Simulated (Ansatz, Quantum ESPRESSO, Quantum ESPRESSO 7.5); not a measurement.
## Complex bands of LiCl, rock salt type, lattice constant set to 5.047 Å

How good a tunnel barrier is LiCl, rock salt type, lattice constant set to 5.047 Å?

Program: Quantum ESPRESSO 7.5. Level of theory: plane-wave DFT, LDA, GBRV ultrasoft pseudopotentials (cross-check by Ansatz 0.2.0 with PAW datasets). Results are calculated unless marked as measured.

Most raw output is cut from this account.

The structure was built from a prototype and need not be the compound's stable phase.

## Step 1: Starting point

Symmetry: Fm-3m, No. 225, cubic system. Conventional cell: a = 5.047 Å, b = 5.047 Å, c = 5.047 Å, α = 90.00°, β = 90.00°, γ = 90.00°. Nearest to Li lie 6 Cl at 2.52 Å. Cl has 6 Li at 2.52 Å nearest. Farther neighbours and most contacts between anions are not listed.

## Step 2: Ground state

pwcond needs a cell whose third axis lies along the current and stands perpendicular to the other two.

scf.in reads:

```
&control
  prefix = 'scf'
  outdir = './out'
  pseudo_dir = './pseudo'
  calculation = 'scf'
  tprnfor = .true.
/
&system
  ibrav = 0
  nat = 4
  ntyp = 2
  ecutwfc = 40
  ecutrho = 200
  occupations = 'fixed'
  nbnd = 14
/
&electrons
  conv_thr = 1e-09
  mixing_beta = 0.6
  electron_maxstep = 120
/
ATOMIC_SPECIES
  Li  6.9400  li_lda_v1.4.uspp.F.UPF
  Cl  35.4500  cl_lda_v1.4.uspp.F.UPF
CELL_PARAMETERS angstrom
  3.56876792464851 0.00000000000000 0.00000000000000
  0.00000000000000 3.56876792464851 0.00000000000000
  0.00000000000000 0.00000000000000 5.04700000000000
ATOMIC_POSITIONS crystal
  Li  0.000000000000 0.000000000000 0.000000000000
  Cl  0.500000000000 0.500000000000 0.000000000000
  Li  0.500000000000 0.500000000000 0.500000000000
  Cl  0.000000000000 0.000000000000 0.500000000000
K_POINTS automatic
  8 8 6 0 0 0
```

Command:

```bash
$ OMP_NUM_THREADS=1 mpirun -n 2 pw.x -nk 2 -in scf.in > scf.out
```

It took 22 s on 2 MPI ranks of Arm Neoverse N1, shared host; peak memory 0.19 GiB; 41 s of CPU time.

This step gave:

| Quantity | Value |
| --- | --- |
| free energy | -1302.3190 eV |
| valence top, on the run's zero | 1.895 eV |
| conduction bottom, on the run's zero | 8.165 eV |
| gap by band count | 6.270 eV |

The run needed 6 iterations to bring the estimated error under 1e-09 Ry.

## Step 3: Complex bands with pwcond.x

ikind = 0 solves one period of the crystal for all kz, real and complex, at each energy and k across. ewind and epsproj trim the two-dimensional plane-wave basis; nz1 sets the subslabs.

cbs.in reads:

```
&inputcond
  outdir = './out'
  prefixl = 'scf'
  band_file = 'cbs'
  ikind = 0
  ewind = 4.0
  epsproj = 1e-05
  nz1 = 7
  energy0 = 6.9
  denergy = -0.23
/
4
  0.00000000 0.00000000 1.00000000
  0.50000000 0.00000000 1.00000000
  0.50000000 0.50000000 1.00000000
  0.25000000 0.00000000 1.00000000
40
```

Command:

```bash
$ OMP_NUM_THREADS=1 mpirun -n 2 pwcond.x -in cbs.in > cbs.out
```

Elapsed: 2.5 min, on 2 MPI ranks; peak memory 0.12 GiB; 4.5 min of CPU time.

This step gave:

- peak of the smallest κ at the zone centre: 0.484 Å⁻¹
- energy of the peak at the zone centre: 2.76 eV
- peak of the smallest κ at (1/2, 0): 0.43 Å⁻¹

K across = (0, 0) in the cell's reciprocal vectors; values within 0.0025 1/Å of each other count once, columns are sorted by size at each energy, a dash where no further value was kept. The Im kz of the slowest decaying states by energy, zero at the highest filled level of the SCF mesh:

| energy (eV) | decay 1 (Å⁻¹) | decay 2 (Å⁻¹) | decay 3 (Å⁻¹) |
| --- | --- | --- | --- |
| -2.07 | 0.658 | 1.51 | 1.65 |
| -1.84 | 0.568 | 1.49 | 1.63 |
| -1.61 | 0.454 | 1.47 | 1.61 |
| -1.38 | 0.285 | 1.46 | 1.60 |
| -1.15 | 1.44 | 1.58 | 1.88 |
| -0.92 | 1.43 | 1.56 | 1.86 |
| -0.69 | 1.41 | 1.54 | 1.84 |
| -0.46 | 1.39 | 1.52 | 1.83 |
| -0.23 | 1.38 | 1.50 | 1.81 |
| 0.00 | 0.038 | 0.05 | 1.36 |
| 0.46 | 0.269 | 0.416 | 1.32 |
| 0.69 | 0.321 | 0.491 | 1.31 |
| 0.92 | 0.361 | 0.549 | 1.29 |
| 1.15 | 0.393 | 0.596 | 1.28 |
| 1.38 | 0.419 | 0.634 | 1.26 |
| 1.61 | 0.439 | 0.667 | 1.24 |
| 1.84 | 0.455 | 0.695 | 1.23 |
| 2.07 | 0.467 | 0.719 | 1.21 |
| 2.30 | 0.476 | 0.74 | 1.20 |
| 2.53 | 0.482 | 0.758 | 1.18 |
| 2.76 | 0.484 | 0.774 | 1.17 |
| 2.99 | 0.484 | 0.788 | 1.15 |
| 3.22 | 0.481 | 0.801 | 1.13 |
| 3.45 | 0.475 | 0.812 | 1.11 |
| 3.68 | 0.467 | 0.822 | 1.08 |
| 3.91 | 0.456 | 0.831 | 1.05 |
| 4.14 | 0.442 | 0.839 | 1.02 |
| 4.37 | 0.426 | 0.846 | 0.993 |
| 4.83 | 0.384 | 0.858 | 0.926 |
| 5.06 | 0.357 | 0.863 | 0.891 |
| 5.29 | 0.326 | 0.855 | 0.868 |
| 5.52 | 0.289 | 0.817 | 0.874 |
| 5.75 | 0.244 | 0.776 | 0.879 |
| 5.98 | 0.185 | 0.734 | 0.886 |
| 6.21 | 0.084 | 0.688 | 0.892 |
| 6.44 | 0.64 | 0.866 | 0.905 |
| 6.67 | 0.587 | 0.672 | 0.926 |
| 6.90 | 0.528 | 0.563 | 0.964 |

K across = (0, 0) in the cell's reciprocal vectors. Re kz of states that move upwards against energy, zero at the highest filled level of the SCF mesh:

| energy (eV) | channel 1 (Å⁻¹) | channel 2 (Å⁻¹) | channel 3 (Å⁻¹) |
| --- | --- | --- | --- |
| -2.07 | 0.520 | - | - |
| -1.84 | 0.580 | - | - |
| -1.38 | -0.548 | - | - |
| -1.15 | -0.489 | 0.232 | 0.232 |
| -0.92 | -0.428 | 0.450 | 0.450 |
| -0.46 | -0.487 | -0.487 | -0.289 |
| -0.23 | -0.325 | -0.325 | -0.198 |
| 0.00 | - | - | - |
| 0.46 | - | - | - |
| 0.69 | - | - | - |
| 0.92 | - | - | - |
| 1.38 | - | - | - |
| 1.61 | - | - | - |
| 1.84 | - | - | - |
| 2.30 | - | - | - |
| 2.53 | - | - | - |
| 2.99 | - | - | - |
| 3.22 | - | - | - |
| 3.45 | - | - | - |
| 3.91 | - | - | - |
| 4.14 | - | - | - |
| 4.37 | - | - | - |
| 4.83 | - | - | - |
| 5.06 | - | - | - |
| 5.29 | - | - | - |
| 5.75 | - | - | - |
| 5.98 | - | - | - |
| 6.21 | - | - | - |
| 6.67 | 0.225 | - | - |
| 6.90 | 0.286 | - | - |

K across = (1/2, 0) in the cell's reciprocal vectors; values within 0.0025 1/Å of each other count once, columns are sorted by size at each energy, a dash where no further value was kept. Table of Im kz of the slowest decaying states by energy, zero at the highest filled level of the SCF mesh:

| energy (eV) | decay 1 (Å⁻¹) | decay 2 (Å⁻¹) | decay 3 (Å⁻¹) |
| --- | --- | --- | --- |
| -2.07 | 0.103 | 1.20 | 1.44 |
| -1.61 | 1.11 | 1.42 | 2.29 |
| -1.15 | 0.995 | 1.40 | 2.27 |
| -0.69 | 0.807 | 1.37 | 2.24 |
| -0.46 | 0.613 | 1.36 | 2.22 |
| 0.00 | 0.195 | 0.707 | 1.34 |
| 0.46 | 0.295 | 0.856 | 1.31 |
| 0.92 | 0.352 | 0.915 | 1.28 |
| 1.38 | 0.389 | 0.942 | 1.26 |
| 1.84 | 0.412 | 0.952 | 1.23 |
| 2.30 | 0.425 | 0.952 | 1.20 |
| 2.53 | 0.429 | 0.95 | 1.18 |
| 2.99 | 0.43 | 0.939 | 1.15 |
| 3.45 | 0.425 | 0.923 | 1.12 |
| 3.91 | 0.412 | 0.903 | 1.08 |
| 4.37 | 0.391 | 0.878 | 1.04 |
| 4.83 | 0.361 | 0.849 | 1.00 |
| 5.29 | 0.319 | 0.816 | 0.961 |
| 5.52 | 0.292 | 0.798 | 0.939 |
| 5.98 | 0.216 | 0.758 | 0.892 |
| 6.44 | 0.712 | 0.841 | 1.75 |
| 6.90 | 0.661 | 0.785 | 1.71 |

K across = (1/2, 1/2) in the cell's reciprocal vectors; values within 0.0025 1/Å of each other count once, columns are sorted by size at each energy, a dash where no further value was kept. Table of Im kz of the slowest decaying states by energy, zero at the highest filled level of the SCF mesh:

| energy (eV) | decay 1 (Å⁻¹) | decay 2 (Å⁻¹) | decay 3 (Å⁻¹) |
| --- | --- | --- | --- |
| -2.07 | 0.805 | 2.01 | 2.14 |
| -1.84 | 0.743 | 1.99 | 2.12 |
| -1.61 | 0.652 | 1.96 | 2.11 |
| -1.38 | 0.481 | 1.94 | 2.09 |
| -1.15 | 0.14 | 0.274 | 1.92 |
| -0.92 | 0.256 | 0.594 | 1.89 |
| -0.69 | 0.325 | 0.712 | 1.87 |
| -0.46 | 0.375 | 0.788 | 1.84 |
| -0.23 | 0.414 | 0.845 | 1.81 |
| 0.00 | 0.445 | 0.892 | 1.78 |
| 0.46 | 0.492 | 0.972 | 1.71 |
| 0.69 | 0.51 | 1.01 | 1.68 |
| 0.92 | 0.524 | 1.05 | 1.63 |
| 1.15 | 0.536 | 1.09 | 1.59 |
| 1.38 | 0.546 | 1.13 | 1.54 |
| 1.61 | 0.553 | 1.18 | 1.48 |
| 1.84 | 0.559 | 1.23 | 1.41 |
| 2.07 | 0.563 | 1.28 | 1.34 |
| 2.30 | 0.566 | 1.27 | 1.34 |
| 2.53 | 0.567 | 1.20 | 1.39 |
| 2.76 | 0.566 | 1.14 | 1.43 |
| 2.99 | 0.565 | 1.09 | 1.47 |
| 3.22 | 0.562 | 1.04 | 1.49 |
| 3.45 | 0.558 | 0.998 | 1.51 |
| 3.68 | 0.553 | 0.957 | 1.53 |
| 3.91 | 0.547 | 0.919 | 1.54 |
| 4.14 | 0.539 | 0.882 | 1.55 |
| 4.37 | 0.53 | 0.845 | 1.56 |
| 4.83 | 0.509 | 0.774 | 1.57 |
| 5.06 | 0.496 | 0.738 | 1.57 |
| 5.29 | 0.482 | 0.702 | 1.55 |
| 5.52 | 0.466 | 0.665 | 1.53 |
| 5.75 | 0.449 | 0.626 | 1.51 |
| 5.98 | 0.429 | 0.586 | 1.49 |
| 6.21 | 0.408 | 0.544 | 1.46 |
| 6.44 | 0.383 | 0.498 | 1.44 |
| 6.67 | 0.355 | 0.449 | 1.42 |
| 6.90 | 0.323 | 0.394 | 1.39 |

K across = (1/4, 0) in the cell's reciprocal vectors; values within 0.0025 1/Å of each other count once, columns are sorted by size at each energy, a dash where no further value was kept. Table of Im kz of the slowest decaying states by energy, zero at the highest filled level of the SCF mesh:

| energy (eV) | decay 1 (Å⁻¹) | decay 2 (Å⁻¹) | decay 3 (Å⁻¹) |
| --- | --- | --- | --- |
| -2.07 | 0.107 | 0.808 | 1.46 |
| -1.84 | 0.735 | 1.45 | 1.63 |
| -1.38 | 0.539 | 1.43 | 1.58 |
| -1.15 | 0.009 | 0.385 | 1.42 |
| -0.92 | 0.117 | 1.40 | 1.54 |
| -0.46 | 0.014 | 1.38 | 1.49 |
| -0.23 | 1.37 | 1.46 | 1.74 |
| 0.00 | 0.092 | 0.165 | 1.36 |
| 0.46 | 0.308 | 0.512 | 1.33 |
| 0.69 | 0.35 | 0.607 | 1.32 |
| 0.92 | 0.382 | 0.683 | 1.31 |
| 1.38 | 0.429 | 0.811 | 1.23 |
| 1.61 | 0.447 | 0.874 | 1.18 |
| 1.84 | 0.461 | 0.956 | 1.10 |
| 2.30 | 0.481 | 1.03 | 1.22 |
| 2.53 | 0.487 | 1.03 | 1.21 |
| 2.99 | 0.494 | 1.02 | 1.18 |
| 3.22 | 0.495 | 1.01 | 1.16 |
| 3.45 | 0.494 | 1.00 | 1.15 |
| 3.91 | 0.488 | 0.986 | 1.11 |
| 4.14 | 0.482 | 0.975 | 1.10 |
| 4.37 | 0.474 | 0.964 | 1.08 |
| 4.83 | 0.453 | 0.939 | 1.04 |
| 5.06 | 0.439 | 0.925 | 1.03 |
| 5.29 | 0.423 | 0.91 | 1.01 |
| 5.75 | 0.382 | 0.878 | 0.971 |
| 5.98 | 0.356 | 0.86 | 0.952 |
| 6.21 | 0.324 | 0.842 | 0.934 |
| 6.67 | 0.232 | 0.802 | 0.91 |
| 6.90 | 0.148 | 0.781 | 0.799 |

## Step 4: Complex band structure, with epsproj = 0.01

A sensitivity test on the input.

cbs.w.in, as its differences from the input of step 3:

```diff
@@ -3,6 +3,6 @@
   prefixl = 'scf'
-  band_file = 'cbs'
+  band_file = 'cbs.w'
   ikind = 0
   ewind = 4.0
-  epsproj = 1e-05
+  epsproj = 0.01
   nz1 = 7
```

Command:

```bash
$ OMP_NUM_THREADS=1 mpirun -n 2 pwcond.x -in cbs.w.in > cbs.w.out
```

Wall time 52 s (2 MPI ranks); peak memory 0.1 GiB.

The changed values were drawn from a wide range, not chosen for quality; the comparison shows what they did here together.

Beside the run it was changed from:

| quantity | this run | unchanged run | difference |
| --- | --- | --- | --- |
| peak of the smallest κ at the zone centre (Å⁻¹) | 0.485 | 0.484 | 0.0010 |
| peak of the smallest κ at (1/2, 0) (Å⁻¹) | 0.43 | 0.43 | 0 |
| wall time (s) | 52 | 148 |  |

The physical values in this table move by up to 0.21 %.

## Step 5: Cross-check with Ansatz

A second code with its own PAW datasets, on the same atoms.

Level of this step: plane-wave DFT, LDA, Ansatz PAW (Ansatz 0.2.0).

input.yaml reads:

```yaml
crystal:
  lattice:
    - [3.5687679246, 0.0, 0.0]
    - [0.0, 3.5687679246, 0.0]
    - [0.0, 0.0, 5.047]
  atoms:
    - { symbol: Li, position: [0.0, 0.0, 0.0] }
    - { symbol: Cl, position: [0.5, 0.5, 0.0] }
    - { symbol: Li, position: [0.5, 0.5, 0.5] }
    - { symbol: Cl, position: [0.0, 0.0, 0.5] }
kpoints:
  mp_grid: { grid: [8, 8, 6] }
hamiltonian:
  xc: lda
scf:
  occupations: { method: fixed }
  convergence: { dr2_threshold: 1.0e-09 }
output:
  transmission:
    leads: [[0, 0]]
    kpoints: [[0, 0], [0.5, 0], [0.5, 0.5], [0.25, 0]]
    e_range: [-2.07, 6.9]
    de: 0.23
```

Command:

```bash
$ ansatz run input.yaml --threads 2 --pin off --max-ram 4096MiB --backend cpu --events-out ev --progress --plain --runs-dir out
```

The job ended after 21 s (2 threads; peak memory 0.37 GiB).

This step gave:

- free energy: -2498.9344 eV
- gap by band count: 6.272 eV
- symmetry operations: 32
- slowest decay at the grid energy nearest mid-gap: 0.4282 Å⁻¹
- peak of the smallest κ at the zone centre: 0.4838 Å⁻¹
- peak of the smallest κ at (1/2, 0): 0.4304 Å⁻¹
- valence top, on the run's zero: 1.930 eV

K across = (0, 0) in the cell's reciprocal vectors; values within 0.0025 1/Å of each other count once, columns are sorted by size at each energy, a dash where no further value was kept. Table of Im kz of the slowest decaying states by energy, zero at the highest filled level of the SCF mesh:

| energy (eV) | decay 1 (Å⁻¹) | decay 2 (Å⁻¹) | decay 3 (Å⁻¹) |
| --- | --- | --- | --- |
| -2.07 | 0.659 | - | - |
| -1.84 | 0.569 | 1.49 | - |
| -1.61 | 0.454 | 1.47 | - |
| -1.38 | 0.286 | 1.46 | - |
| -1.15 | 1.44 | - | - |
| -0.92 | 1.43 | - | - |
| -0.69 | 1.41 | - | - |
| -0.46 | 1.39 | - | - |
| -0.23 | 1.38 | 1.50 | - |
| 0.00 | 0.0286 | 0.0456 | 1.36 |
| 0.46 | 0.268 | 0.415 | 1.33 |
| 0.69 | 0.320 | 0.491 | 1.31 |
| 0.92 | 0.360 | 0.549 | 1.29 |
| 1.15 | 0.392 | 0.596 | 1.28 |
| 1.38 | 0.418 | 0.634 | 1.26 |
| 1.61 | 0.438 | 0.667 | 1.24 |
| 1.84 | 0.455 | 0.695 | 1.23 |
| 2.07 | 0.467 | 0.719 | 1.21 |
| 2.30 | 0.476 | 0.740 | 1.20 |
| 2.53 | 0.481 | 0.758 | 1.18 |
| 2.76 | 0.484 | 0.774 | 1.17 |
| 2.99 | 0.483 | 0.788 | 1.15 |
| 3.22 | 0.480 | 0.801 | 1.13 |
| 3.45 | 0.475 | 0.812 | 1.11 |
| 3.68 | 0.466 | 0.822 | 1.08 |
| 3.91 | 0.455 | 0.831 | 1.05 |
| 4.14 | 0.442 | 0.838 | 1.02 |
| 4.37 | 0.426 | 0.845 | 0.993 |
| 4.83 | 0.384 | 0.858 | 0.927 |
| 5.06 | 0.357 | 0.863 | 0.892 |
| 5.29 | 0.327 | 0.855 | 0.868 |
| 5.52 | 0.290 | 0.817 | 0.874 |
| 5.75 | 0.245 | 0.777 | 0.879 |
| 5.98 | 0.185 | 0.734 | 0.885 |
| 6.21 | 0.0862 | 0.689 | 0.892 |
| 6.44 | 0.640 | 0.866 | 0.905 |
| 6.67 | 0.587 | 0.672 | 0.925 |
| 6.90 | 0.528 | 0.563 | 0.964 |

K across = (0, 0) in the cell's reciprocal vectors. Re kz of states that move upwards against energy, zero at the highest filled level of the SCF mesh:

| energy (eV) | channel 1 (Å⁻¹) | channel 2 (Å⁻¹) | channel 3 (Å⁻¹) |
| --- | --- | --- | --- |
| -2.07 | 0.520 | - | - |
| -1.61 | -0.607 | - | - |
| -1.15 | -0.490 | 0.230 | 0.230 |
| -0.69 | -0.363 | 0.609 | 0.609 |
| -0.46 | -0.488 | -0.488 | -0.290 |
| 0.00 | - | - | - |
| 0.46 | - | - | - |
| 0.92 | - | - | - |
| 1.38 | - | - | - |
| 1.84 | - | - | - |
| 2.30 | - | - | - |
| 2.53 | - | - | - |
| 2.99 | - | - | - |
| 3.45 | - | - | - |
| 3.91 | - | - | - |
| 4.37 | - | - | - |
| 4.83 | - | - | - |
| 5.29 | - | - | - |
| 5.52 | - | - | - |
| 5.98 | - | - | - |
| 6.44 | 0.144 | - | - |
| 6.90 | 0.285 | - | - |

K across = (1/2, 0) in the cell's reciprocal vectors; values within 0.0025 1/Å of each other count once, columns are sorted by size at each energy, a dash where no further value was kept. Table of Im kz of the slowest decaying states by energy, zero at the highest filled level of the SCF mesh:

| energy (eV) | decay 1 (Å⁻¹) | decay 2 (Å⁻¹) | decay 3 (Å⁻¹) |
| --- | --- | --- | --- |
| -2.07 | 0.103 | 1.20 | 1.44 |
| -1.84 | 0.0957 | 1.16 | 1.43 |
| -1.38 | 1.06 | 1.41 | - |
| -1.15 | 0.995 | 1.40 | - |
| -0.92 | 0.916 | 1.38 | - |
| -0.46 | 0.614 | 1.36 | - |
| -0.23 | 0.0885 | 0.435 | 1.35 |
| 0.00 | 0.194 | 0.707 | 1.34 |
| 0.46 | 0.295 | 0.856 | 1.31 |
| 0.69 | 0.327 | 0.891 | 1.30 |
| 0.92 | 0.352 | 0.915 | 1.29 |
| 1.38 | 0.389 | 0.942 | 1.26 |
| 1.61 | 0.402 | 0.949 | 1.24 |
| 1.84 | 0.412 | 0.952 | 1.23 |
| 2.30 | 0.425 | 0.953 | 1.20 |
| 2.53 | 0.429 | 0.950 | 1.18 |
| 2.99 | 0.430 | 0.939 | 1.15 |
| 3.22 | 0.428 | 0.932 | 1.13 |
| 3.45 | 0.424 | 0.923 | 1.12 |
| 3.91 | 0.412 | 0.903 | 1.08 |
| 4.14 | 0.402 | 0.891 | 1.06 |
| 4.37 | 0.391 | 0.878 | 1.04 |
| 4.83 | 0.361 | 0.849 | 1.00 |
| 5.06 | 0.342 | 0.833 | 0.982 |
| 5.29 | 0.319 | 0.816 | 0.961 |
| 5.75 | 0.259 | 0.778 | 0.916 |
| 5.98 | 0.216 | 0.758 | 0.892 |
| 6.21 | 0.156 | 0.736 | 0.868 |
| 6.67 | 0.687 | 0.814 | - |
| 6.90 | 0.661 | 0.786 | - |

K across = (1/2, 1/2) in the cell's reciprocal vectors; values within 0.0025 1/Å of each other count once, columns are sorted by size at each energy, a dash where no further value was kept. Im kz of the slowest decaying states against energy, zero at the highest filled level of the SCF mesh:

| energy (eV) | decay 1 (Å⁻¹) | decay 2 (Å⁻¹) | decay 3 (Å⁻¹) |
| --- | --- | --- | --- |
| -2.07 | 0.807 | - | - |
| -1.84 | 0.745 | - | - |
| -1.38 | 0.486 | - | - |
| -1.15 | 0.139 | 0.263 | - |
| -0.92 | 0.255 | 0.593 | - |
| -0.46 | 0.375 | 0.788 | - |
| -0.23 | 0.414 | 0.846 | - |
| 0.00 | 0.445 | 0.893 | - |
| 0.46 | 0.492 | 0.974 | - |
| 0.69 | 0.510 | 1.01 | - |
| 0.92 | 0.524 | 1.05 | - |
| 1.38 | 0.546 | 1.13 | - |
| 1.61 | 0.553 | 1.18 | 1.48 |
| 1.84 | 0.559 | 1.23 | 1.41 |
| 2.30 | 0.566 | 1.27 | 1.34 |
| 2.53 | 0.567 | 1.20 | 1.39 |
| 2.99 | 0.565 | 1.09 | 1.47 |
| 3.22 | 0.562 | 1.04 | 1.49 |
| 3.45 | 0.558 | 0.997 | - |
| 3.91 | 0.547 | 0.918 | - |
| 4.14 | 0.539 | 0.881 | - |
| 4.37 | 0.530 | 0.845 | - |
| 4.83 | 0.509 | 0.774 | - |
| 5.06 | 0.496 | 0.738 | - |
| 5.29 | 0.482 | 0.702 | - |
| 5.75 | 0.449 | 0.626 | - |
| 5.98 | 0.429 | 0.586 | 1.49 |
| 6.21 | 0.408 | 0.544 | 1.46 |
| 6.67 | 0.355 | 0.449 | 1.42 |
| 6.90 | 0.324 | 0.394 | 1.39 |

K across = (1/4, 0) in the cell's reciprocal vectors; values within 0.0025 1/Å of each other count once, columns are sorted by size at each energy, a dash where no further value was kept. Table of Im kz of the slowest decaying states by energy, zero at the highest filled level of the SCF mesh:

| energy (eV) | decay 1 (Å⁻¹) | decay 2 (Å⁻¹) | decay 3 (Å⁻¹) |
| --- | --- | --- | --- |
| -2.07 | 0.107 | 0.809 | 1.46 |
| -1.84 | 0.735 | 1.45 | - |
| -1.61 | 0.648 | 1.44 | - |
| -1.38 | 0.539 | 1.43 | - |
| -1.15 | 0.00389 | 0.386 | 1.42 |
| -0.92 | 0.118 | 1.40 | - |
| -0.69 | 0.123 | 1.39 | - |
| -0.46 | 0.0247 | 1.38 | 1.49 |
| -0.23 | 1.37 | 1.46 | - |
| 0.00 | 0.0878 | 0.163 | 1.36 |
| 0.46 | 0.308 | 0.511 | 1.33 |
| 0.69 | 0.349 | 0.606 | 1.32 |
| 0.92 | 0.382 | 0.683 | 1.31 |
| 1.15 | 0.408 | 0.749 | 1.27 |
| 1.38 | 0.429 | 0.811 | 1.23 |
| 1.61 | 0.446 | 0.874 | 1.18 |
| 1.84 | 0.461 | 0.955 | 1.11 |
| 2.07 | 0.472 | 1.03 | 1.24 |
| 2.30 | 0.481 | 1.03 | 1.22 |
| 2.53 | 0.487 | 1.03 | 1.21 |
| 2.76 | 0.492 | 1.02 | 1.19 |
| 2.99 | 0.494 | 1.02 | 1.18 |
| 3.22 | 0.495 | 1.01 | 1.16 |
| 3.45 | 0.494 | 1.00 | 1.15 |
| 3.68 | 0.492 | 0.996 | 1.13 |
| 3.91 | 0.488 | 0.986 | 1.11 |
| 4.14 | 0.482 | 0.976 | 1.10 |
| 4.37 | 0.474 | 0.964 | 1.08 |
| 4.83 | 0.453 | 0.939 | 1.05 |
| 5.06 | 0.439 | 0.925 | 1.03 |
| 5.29 | 0.423 | 0.910 | 1.01 |
| 5.52 | 0.404 | 0.894 | 0.990 |
| 5.75 | 0.382 | 0.878 | 0.971 |
| 5.98 | 0.356 | 0.860 | 0.953 |
| 6.21 | 0.324 | 0.842 | 0.934 |
| 6.44 | 0.285 | 0.822 | 0.918 |
| 6.67 | 0.232 | 0.802 | 0.910 |
| 6.90 | 0.149 | 0.781 | 0.799 |

## Step 6: A check by hand

T falls as exp(−2κd). With κ = 0.429 1/Å, 10 Å of barrier pass exp(−2 × 0.429 × 10) = 1.9e-4 of that channel, interfaces aside.

## Step 7: Summary of results

| Quantity | Value |
| --- | --- |
| gap on the SCF mesh | 6.27 eV |
| smallest κ at mid-gap among the four k points, at (1/2, 0) | 0.429 Å⁻¹ |
| peak of the smallest κ in the stop band at the zone centre | 0.484 Å⁻¹ |
| peak of the smallest κ in the stop band at (1/2, 0) | 0.430 Å⁻¹ |
| energy of the peak at the zone centre, over the highest filled level | 2.76 eV |
| peak at the zone centre by Ansatz | 0.484 Å⁻¹ |

In words: With a gap of 6.27 eV on the mesh, the smallest κ at mid-gap among the four k points, at (1/2, 0) is 0.429 Å⁻¹ (LDA, GBRV ultrasoft). For a barrier with the Fermi level at mid-gap the slowest state found, at (1/2, 0), loses a factor of ten in probability every 2.7 Å or so. Stop bands away from the zone centre are mostly wider than the gap, so their peaks can lie above the conduction bottom. At the zone centre pwcond's peak is 0.484 and Ansatz's 0.484 1/Å, 0 % apart. The cell is the a/√2 one, turned by 45°, with two primitive cells, so X along [001] folds onto kz = 0. A semilocal gap is too small, often by a third to a half and by more in narrow-gap crystals, so real barriers decay faster.

[Logs are printed without paths, hosts, clocks, repeated set-up lines and the standing remarks that a program may print on its own settings, such as how far it seeks lower states.]

[Hosts, paths, dates, database ids (printed as entryN), source tags and the programs' standing remarks are cut or masked in the printed files.]

[Maps of the electrostatic potential energy from Ansatz leave out the sawtooth potential of an applied field or a dipole correction, so their vacuum need not be flat; planar profiles and work functions include it.]
